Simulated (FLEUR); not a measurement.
```xyz
2
Lattice="2.507 0.000 0.000 -1.254 2.171 0.000 0.000 0.000 4.070" Properties=species:S:1:pos:R:3 pbc="T T T" subject="Magnetic state of Cobalt from several starts" method="PBE; all-electron FLAPW, Dirac cores, scalar-relativistic bands" program="FLEUR MaX-R8.1" settings_of_one_run="kmax 3.6 1/bohr, gmax 10.8 1/bohr, muffin tin radii Co: 2.3 bohr, lmax Co: [8, 6], hist occupations, smearing width 0.05 eV, mixer Anderson, mixing 0.05, max iterations 90, stop 2.00e-5 me/bohr³, collinear spin, 14×14×8 k-mesh, mesh matched on, starting moments 2 2 μB" cost="6 runs, 13 min in all on 4 MPI ranks of Intel Xeon Platinum 8488C (Sapphire Rapids), shared host (the runs of this entry)" notes="The run is spin-polarised, with a total moment of 3.22 μB a cell. Only 6 starts were tried; other patterns of signs, canted and longer-period orders were not." lowest_state_found="ferromagnetic (initial ferro ++)" largest_site_spin_moment="1.68 μB" next_finished_state="antiferromagnetic, 119 meV a seeded atom higher" energy_gained_by_spin_polarisation="243 meV a seeded atom"
Co    0.000    1.448    1.017
Co    1.254    0.724    3.052
```

[Logs and program files are shortened in this print: banners, set-up blocks, solver, clock and traceback lines can be left out without a mark of their own.]

[Logs are printed without paths, hosts, clocks, repeated set-up lines and the standing remarks that a program may print on its own settings, such as how far it seeks lower states.]

[Hosts, paths, dates, database ids (printed as entryN), source tags and the programs' standing remarks are cut or masked in the printed files.]

[Where a cell is said to come from a database of computed structures, the database is the Materials Project.]
